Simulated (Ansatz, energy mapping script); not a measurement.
# EuCd2Sb2: exchange couplings from total energies, part 2 of 2

How strongly do the moments of EuCd2Sb2 couple under PBEsol+U (4.5 eV)? The plan is to run several orders and fit a Heisenberg model.

PBEsol with U = 4.5 eV on Eu f, ortho-atomic projectors; plane waves, U on orthogonalised atomic orbitals unless named otherwise, collinear spin, no spin–orbit coupling.

So far. Step 3 (Order 1: parallel, cell A of 10 atoms): The run ends ferromagnetic. Step 4 (Run 2 (compensated +−; cell A, 10 atoms)): The run ends antiferromagnetic, 1.76 meV a magnetic atom above the parallel order of its cell (energies taken at zero occupation width, not the printed F).

### 5. Run 3 (parallel; cell B, 15 atoms)

The parallel order again, as the reference for this cell.

input.yaml

```yaml
crystal:
  lattice:
    - [-4.743921585, 0.0, 0.0]
    - [2.371960792, -4.108356606, -7.70451817]
    - [-1.0e-09, -8.216713212, 7.70451817]
  atoms:
    - { symbol: Eu, position: [0.333333333, 0.666666667, 0.666666667], spin: 7.0 }
    - { symbol: Eu, position: [0.666666667, 0.333333333, 0.333333333], spin: 7.0 }
    - { symbol: Eu, position: [0.0, 0.0, 0.0], spin: 7.0 }
    - { symbol: Cd, position: [0.656009714, 0.312019429, 0.677323619] }
    - { symbol: Cd, position: [0.989343047, 0.978686096, 0.343990286] }
    - { symbol: Cd, position: [0.322676381, 0.645352762, 0.010656952] }
    - { symbol: Cd, position: [0.010656953, 0.021313904, 0.656009714] }
    - { symbol: Cd, position: [0.343990286, 0.687980571, 0.322676381] }
    - { symbol: Cd, position: [0.677323619, 0.354647238, 0.989343048] }
    - { symbol: Sb, position: [0.526307081, 0.052614162, 0.807026252] }
    - { symbol: Sb, position: [0.859640414, 0.719280829, 0.473692919] }
    - { symbol: Sb, position: [0.192973747, 0.385947496, 0.140359586] }
    - { symbol: Sb, position: [0.140359586, 0.280719171, 0.526307081] }
    - { symbol: Sb, position: [0.473692919, 0.947385838, 0.192973748] }
    - { symbol: Sb, position: [0.807026253, 0.614052504, 0.859640414] }
magnetization:
  spin_polarized: true
kpoints:
  mp_grid: { grid: [6, 6, 3] }
hamiltonian:
  xc: pbesol
  hubbard:
    sites:
      - { species: Eu, l: f, u_eff: 4.5 }
      - { site: 0, l: f, u_eff: 4.5, starting_ns: [{ spin: up, occupation_matrix: eu1_major }, { spin: down, occupation_matrix: eu1_minor }] }
      - { site: 1, l: f, u_eff: 4.5, starting_ns: [{ spin: up, occupation_matrix: eu1_major }, { spin: down, occupation_matrix: eu1_minor }] }
      - { site: 2, l: f, u_eff: 4.5, starting_ns: [{ spin: up, occupation_matrix: eu1_major }, { spin: down, occupation_matrix: eu1_minor }] }
    projectors: ortho-atomic
    occupation_matrices:
      eu1_major:
        matrix:
          - [0.995, 0.0, 0.0, 0.0, 0.0, 0.0, 0.002]
          - [0.0, 0.994, 0.0, 0.0, -0.002, 0.0, 0.0]
          - [0.0, 0.0, 0.994, -0.002, 0.0, 0.0, 0.0]
          - [0.0, 0.0, -0.002, 0.993, 0.0, 0.0, 0.0]
          - [0.0, -0.002, 0.0, 0.0, 0.993, 0.0, 0.0]
          - [0.0, 0.0, 0.0, 0.0, 0.0, 0.996, 0.0]
          - [0.002, 0.0, 0.0, 0.0, 0.0, 0.0, 0.993]
      eu1_minor:
        matrix:
          - [0.001, 0.0, 0.0, 0.0, 0.0, 0.0, -0.001]
          - [0.0, 0.001, 0.0, 0.0, 0.0, 0.0, 0.0]
          - [0.0, 0.0, 0.001, 0.0, 0.0, 0.0, 0.0]
          - [0.0, 0.0, 0.0, 0.002, 0.0, 0.0, 0.0]
          - [0.0, 0.0, 0.0, 0.0, 0.002, 0.0, 0.0]
          - [0.0, 0.0, 0.0, 0.0, 0.0, 0.001, 0.0]
          - [-0.001, 0.0, 0.0, 0.0, 0.0, 0.0, 0.002]
scf:
  occupations: { method: fermi_dirac, width: 0.1 }
output:
  eigenvalues: true
```

Command:

```console
$ ansatz run input.yaml --threads 4 --pin off --max-ram 8192MiB --backend cpu --events-out ev --progress --plain --runs-dir out
```

Numbers of over 12 decimals in the logs are rounded to 6 here.

Log:

```text
[...]
Crystal: 15 atoms, lattice volume = 450.477 Å³
Basis set: ecut = 420 eV, 8749 PW (Γ)
Bands: 170, of which v1, the nominal top of the filled ones, is band 131 counted from 1 (130 counted from 0)
Symmetry: 12 space group operations
[...]
k-points: 34 of 108
[...]
Starting moments: Σ|m| = 21 μB on 3 of 15 sites
[...]
k-point 1 ↑: bands = [... 127 lower, 8.7610, 8.7622, 8.7661, 8.7773, 8.8783, 8.8969, 9.0532, 9.2057, ... 35 higher]
  k-point 2 ↑: bands = [... 127 lower, 8.7666, 8.7856, 8.7977, 8.7982, 8.8272, 8.8285, 8.8433, 8.8663, ... 35 higher]
  k-point 33 ↓: bands = [... 127 lower, 12.7091, 12.9274, 13.0247, 13.4138, 13.6600, 13.7397, 13.8580, 13.9226, ... 35 higher]
Occupation matrices written to <dir>
[key lines of the parts left out:]
SCF converged after 18 iterations
Magnetization: 20.9745 μB (140.9872 up, 120.0128 down)
Free energy (F): -113552.896624 eV
Fermi energy:    10.322908 eV
```

The job ended after 1.9 min (4 threads of Intel Xeon 6975P-C (Granite Rapids), shared host; peak memory 4.8 GiB).

The run ends ferromagnetic. For each magnetic atom its energy differs from the parallel run of the first cell by -0.93 meV, an error that one common reference would have brought in.

### 6. Uncompensated ++− start in cell B (15 atoms)

This order reverses 2.67 of the 6 neighbours at 4.74 Å, counted for an average magnetic atom.

Edit input.yaml of step 5 so:

```diff
@@ -8,3 +8,3 @@
     - { symbol: Eu, position: [0.666666667, 0.333333333, 0.333333333], spin: 7.0 }
-    - { symbol: Eu, position: [0.0, 0.0, 0.0], spin: 7.0 }
+    - { symbol: Eu, position: [0.0, 0.0, 0.0], spin: -7.0 }
     - { symbol: Cd, position: [0.656009714, 0.312019429, 0.677323619] }
@@ -32,3 +32,3 @@
       - { site: 1, l: f, u_eff: 4.5, starting_ns: [{ spin: up, occupation_matrix: eu1_major }, { spin: down, occupation_matrix: eu1_minor }] }
-      - { site: 2, l: f, u_eff: 4.5, starting_ns: [{ spin: up, occupation_matrix: eu1_major }, { spin: down, occupation_matrix: eu1_minor }] }
+      - { site: 2, l: f, u_eff: 4.5, starting_ns: [{ spin: up, occupation_matrix: eu1_minor }, { spin: down, occupation_matrix: eu1_major }] }
     projectors: ortho-atomic
```

Log:

```text
[...]
Crystal: 15 atoms, lattice volume = 450.477 Å³
Basis set: ecut = 420 eV, 8749 PW (Γ)
Bands: 170, of which v1, the nominal top of the filled ones, is band 131 counted from 1 (130 counted from 0)
Symmetry: 4 space group operations
[...]
k-points: 34 of 108
[...]
Starting moments: Σ|m| = 21 μB on 3 of 15 sites
[...]
k-point 1 ↑: bands = [... 127 lower, 9.1783, 9.2537, 9.2935, 9.3341, 9.3579, 9.9004, 10.0169, 10.7130, ... 35 higher]
  k-point 2 ↑: bands = [... 127 lower, 8.8563, 8.9357, 9.0549, 9.3415, 9.6702, 10.1202, 10.2957, 10.5225, ... 35 higher]
  k-point 33 ↓: bands = [... 127 lower, 11.0205, 11.2704, 11.5876, 11.7049, 11.8045, 12.1853, 12.3083, 12.5961, ... 35 higher]
Occupation matrices written to <dir>
[key lines of the parts left out:]
SCF converged after 14 iterations
Magnetization: 6.9907 μB (133.9954 up, 127.0046 down)
Free energy (F): -113552.894188 eV
Fermi energy:    10.322116 eV
```

Elapsed: 87 s, on 4 threads; peak memory 4.8 GiB.

The run ends ferrimagnetic, 0.74 meV a magnetic atom above the parallel order of its cell (energies taken at zero occupation width, not the printed F).

### 7. Order 5: parallel, cell C of 20 atoms

The parallel order again, as the reference for this cell.

input.yaml

```yaml
crystal:
  lattice:
    - [7.115882377, -4.108356606, 0.0]
    - [-4.743921585, 0.0, -7.70451817]
    - [4.743921586, 8.216713212, 0.0]
  atoms:
    - { symbol: Eu, position: [0.0, 0.0, 0.0], spin: 7.0 }
    - { symbol: Eu, position: [0.5, 0.0, 0.25], spin: 7.0 }
    - { symbol: Eu, position: [0.0, 0.0, 0.5], spin: 7.0 }
    - { symbol: Eu, position: [0.5, 0.0, 0.75], spin: 7.0 }
    - { symbol: Cd, position: [0.984014572, 0.63469581, 0.158673952] }
    - { symbol: Cd, position: [0.484014572, 0.63469581, 0.408673952] }
    - { symbol: Cd, position: [0.984014572, 0.63469581, 0.658673952] }
    - { symbol: Cd, position: [0.484014572, 0.63469581, 0.908673952] }
    - { symbol: Cd, position: [0.515985428, 0.36530419, 0.091326048] }
    - { symbol: Cd, position: [0.015985428, 0.36530419, 0.341326048] }
    - { symbol: Cd, position: [0.515985428, 0.36530419, 0.591326048] }
    - { symbol: Cd, position: [0.015985428, 0.36530419, 0.841326048] }
    - { symbol: Sb, position: [0.789460622, 0.24558791, 0.061396978] }
    - { symbol: Sb, position: [0.289460622, 0.24558791, 0.311396978] }
    - { symbol: Sb, position: [0.789460622, 0.24558791, 0.561396978] }
    - { symbol: Sb, position: [0.289460622, 0.24558791, 0.811396978] }
    - { symbol: Sb, position: [0.710539378, 0.75441209, 0.188603022] }
    - { symbol: Sb, position: [0.210539378, 0.75441209, 0.438603022] }
    - { symbol: Sb, position: [0.710539378, 0.75441209, 0.688603022] }
    - { symbol: Sb, position: [0.210539378, 0.75441209, 0.938603022] }
magnetization:
  spin_polarized: true
kpoints:
  mp_grid: { grid: [4, 4, 3] }
hamiltonian:
  xc: pbesol
  hubbard:
    sites:
      - { species: Eu, l: f, u_eff: 4.5 }
      - { site: 0, l: f, u_eff: 4.5, starting_ns: [{ spin: up, occupation_matrix: eu1_major }, { spin: down, occupation_matrix: eu1_minor }] }
      - { site: 1, l: f, u_eff: 4.5, starting_ns: [{ spin: up, occupation_matrix: eu1_major }, { spin: down, occupation_matrix: eu1_minor }] }
      - { site: 2, l: f, u_eff: 4.5, starting_ns: [{ spin: up, occupation_matrix: eu1_major }, { spin: down, occupation_matrix: eu1_minor }] }
      - { site: 3, l: f, u_eff: 4.5, starting_ns: [{ spin: up, occupation_matrix: eu1_major }, { spin: down, occupation_matrix: eu1_minor }] }
    projectors: ortho-atomic
    occupation_matrices:
      eu1_major:
        matrix:
          - [0.995, 0.0, 0.0, 0.0, 0.0, 0.0, 0.002]
          - [0.0, 0.994, 0.0, 0.0, -0.002, 0.0, 0.0]
          - [0.0, 0.0, 0.994, -0.002, 0.0, 0.0, 0.0]
          - [0.0, 0.0, -0.002, 0.993, 0.0, 0.0, 0.0]
          - [0.0, -0.002, 0.0, 0.0, 0.993, 0.0, 0.0]
          - [0.0, 0.0, 0.0, 0.0, 0.0, 0.996, 0.0]
          - [0.002, 0.0, 0.0, 0.0, 0.0, 0.0, 0.993]
      eu1_minor:
        matrix:
          - [0.001, 0.0, 0.0, 0.0, 0.0, 0.0, -0.001]
          - [0.0, 0.001, 0.0, 0.0, 0.0, 0.0, 0.0]
          - [0.0, 0.0, 0.001, 0.0, 0.0, 0.0, 0.0]
          - [0.0, 0.0, 0.0, 0.002, 0.0, 0.0, 0.0]
          - [0.0, 0.0, 0.0, 0.0, 0.002, 0.0, 0.0]
          - [0.0, 0.0, 0.0, 0.0, 0.0, 0.001, 0.0]
          - [-0.001, 0.0, 0.0, 0.0, 0.0, 0.0, 0.002]
scf:
  occupations: { method: fermi_dirac, width: 0.1 }
output:
  eigenvalues: true
```

Log:

```text
[...]
Crystal: 20 atoms, lattice volume = 600.636 Å³
Basis set: ecut = 420 eV, 11705 PW (Γ)
Bands: 226, of which v1, the nominal top of the filled ones, is band 174 counted from 1 (173 counted from 0)
Symmetry: 8 space group operations
[...]
k-points: 26 of 48
[...]
Starting moments: Σ|m| = 28 μB on 4 of 20 sites
[...]
k-point 1 ↑: bands = [... 170 lower, 8.7557, 8.7576, 8.7587, 8.7665, 8.7775, 8.7863, 8.7874, 8.8309, ... 48 higher]
  k-point 2 ↑: bands = [... 170 lower, 8.7542, 8.7655, 8.7692, 8.7709, 8.7759, 8.7845, 8.7879, 8.8167, ... 48 higher]
  k-point 25 ↓: bands = [... 170 lower, 12.5780, 12.5797, 12.8497, 12.9468, 13.0467, 13.3135, 13.6435, 13.6715, ... 48 higher]
Occupation matrices written to <dir>
[key lines of the parts left out:]
SCF converged after 18 iterations
Magnetization: 27.9483 μB (187.9742 up, 160.0258 down)
Free energy (F): -151403.857679 eV
Fermi energy:    10.289699 eV
```

It took 2.1 min on 4 threads; peak memory 6.5 GiB; 8.1 min of CPU time.

The run ends ferromagnetic. For each magnetic atom its energy differs from the parallel run of the first cell by 0.92 meV, an error that one common reference would have brought in.

### 8. Order 6: uncompensated +++−, cell C of 20 atoms

This order reverses 3 of the 6 neighbours at 4.74 Å, counted for an average magnetic atom.

Edit input.yaml of step 7 so:

```diff
@@ -9,3 +9,3 @@
     - { symbol: Eu, position: [0.0, 0.0, 0.5], spin: 7.0 }
-    - { symbol: Eu, position: [0.5, 0.0, 0.75], spin: 7.0 }
+    - { symbol: Eu, position: [0.5, 0.0, 0.75], spin: -7.0 }
     - { symbol: Cd, position: [0.984014572, 0.63469581, 0.158673952] }
@@ -38,3 +38,3 @@
       - { site: 2, l: f, u_eff: 4.5, starting_ns: [{ spin: up, occupation_matrix: eu1_major }, { spin: down, occupation_matrix: eu1_minor }] }
-      - { site: 3, l: f, u_eff: 4.5, starting_ns: [{ spin: up, occupation_matrix: eu1_major }, { spin: down, occupation_matrix: eu1_minor }] }
+      - { site: 3, l: f, u_eff: 4.5, starting_ns: [{ spin: up, occupation_matrix: eu1_minor }, { spin: down, occupation_matrix: eu1_major }] }
     projectors: ortho-atomic
```

Log:

```text
[...]
Crystal: 20 atoms, lattice volume = 600.636 Å³
Basis set: ecut = 420 eV, 11705 PW (Γ)
Bands: 226, of which v1, the nominal top of the filled ones, is band 174 counted from 1 (173 counted from 0)
Symmetry: 2 space group operations
[...]
k-points: 26 of 48
[...]
Starting moments: Σ|m| = 28 μB on 4 of 20 sites
[...]
k-point 1 ↑: bands = [... 170 lower, 8.8001, 8.8404, 8.8465, 8.8612, 8.8916, 8.9905, 9.0783, 9.2037, ... 48 higher]
  k-point 2 ↑: bands = [... 170 lower, 8.8120, 8.8361, 8.9230, 8.9377, 8.9609, 8.9725, 9.0891, 9.1816, ... 48 higher]
  k-point 25 ↓: bands = [... 170 lower, 11.7403, 11.8314, 11.9612, 12.0654, 12.1372, 12.2218, 12.4190, 12.5068, ... 48 higher]
Occupation matrices written to <dir>
[key lines of the parts left out:]
SCF converged after 14 iterations
Magnetization: 13.9728 μB (180.9864 up, 167.0136 down)
Free energy (F): -151403.852988 eV
Fermi energy:    10.287831 eV
```

It took 2 min on 4 threads; peak memory 6.7 GiB; 7.7 min of CPU time.

The run ends ferrimagnetic, 1.11 meV a magnetic atom above the parallel order of its cell (energies taken at zero occupation width, not the printed F).

### 9. The fit

Each energy difference is a sum of couplings weighted by the pairs that the order reverses. A few near shells are fitted to the differences by least squares. Energies are those extrapolated to zero occupation width, not the free energies F.

Energies from the parallel order of the same cell:

| order | atoms | energy (meV a magnetic atom) | moments (μB) | moments kept as typed | opposed neighbours at 4.74 Å |
| --- | --- | --- | --- | --- | --- |
| parallel in cell A | 10 | 0.00 | 6.94 | yes | 0 |
| compensated +− in cell A | 10 | 1.76 | 6.94 | yes | 4 |
| parallel in cell B | 15 | 0.00 | 6.94 | yes | 0 |
| uncompensated ++− in cell B | 15 | 0.74 | 6.94 | yes | 2.67 |
| parallel in cell C | 20 | 0.00 | 6.94 | yes | 0 |
| uncompensated +++− in cell C | 20 | 1.11 | 6.94 | yes | 3 |

The Heisenberg fit (each pair counts twice, positive J is ferromagnetic):

| pair | distance (Å) | neighbours | J (meV) |
| --- | --- | --- | --- |
| Eu–Eu | 4.74 | 6 | 0.192 |

Adding the shell at 7.70 Å gives 0.16 and 0.065 meV.

Limits of this fit: it misses the energies by up to 0.29 meV, so no temperature is drawn.

### 10. Against another level

The first set of orders, under PBEsol+U (1.5 eV), took 38 min of CPU time summed over its finished orders (seed run apart), these 32 min.

| quantity | this set | first set |
| --- | --- | --- |
| J at 4.74 Å, meV | 0.192 | 0.860 |

The coupling that led in the first set goes from 0.860 to 0.192 meV.

### 11. Results

| Quantity | Value |
| --- | --- |
| lowest order tried | parallel |
| largest fitted value, Eu–Eu at 4.74 Å | 0.192 meV |

**Reading.** Of the orders tried, EuCd2Sb2 prefers parallel moments under PBEsol+U (4.5 eV). The margin is only 0.74 meV a magnetic atom, within reach of the numerical errors of such runs. How the layers stack magnetically is not fixed by these couplings. The coupling at 4.74 Å is 0.22 times that of the first set, at 0.85 times the CPU time. The one fitted coupling is the Eu–Eu pair at 4.74 Å, ferromagnetic at 0.19 meV. The orders also reverse pairs at 7.70, 8.22 and 9.05 Å, which are not fitted, so the fitted values hold their part too. With 3 differences for 1 couplings the fit misses by 0.29 meV at most, which is not small: farther shells, terms beyond the Heisenberg form or the mesh can cause that. Moments change by under 0.1 % against the parallel run of the same cell, so their size stays put. Every order is gapless on its mesh at this level. In a metal exchange reaches farther, and a short model of fixed moments is less apt.

[Logs and program files are shortened in this print: banners, set-up blocks, solver, clock and traceback lines can be left out without a mark of their own.]

[Logs are printed without paths, hosts, clocks, repeated set-up lines and the standing remarks that a program may print on its own settings, such as how far it seeks lower states.]

[Hosts, paths, dates, database ids (printed as entryN), source tags and the programs' standing remarks are cut or masked in the printed files.]

[Where a cell is said to come from a database of computed structures, the database is the Materials Project.]
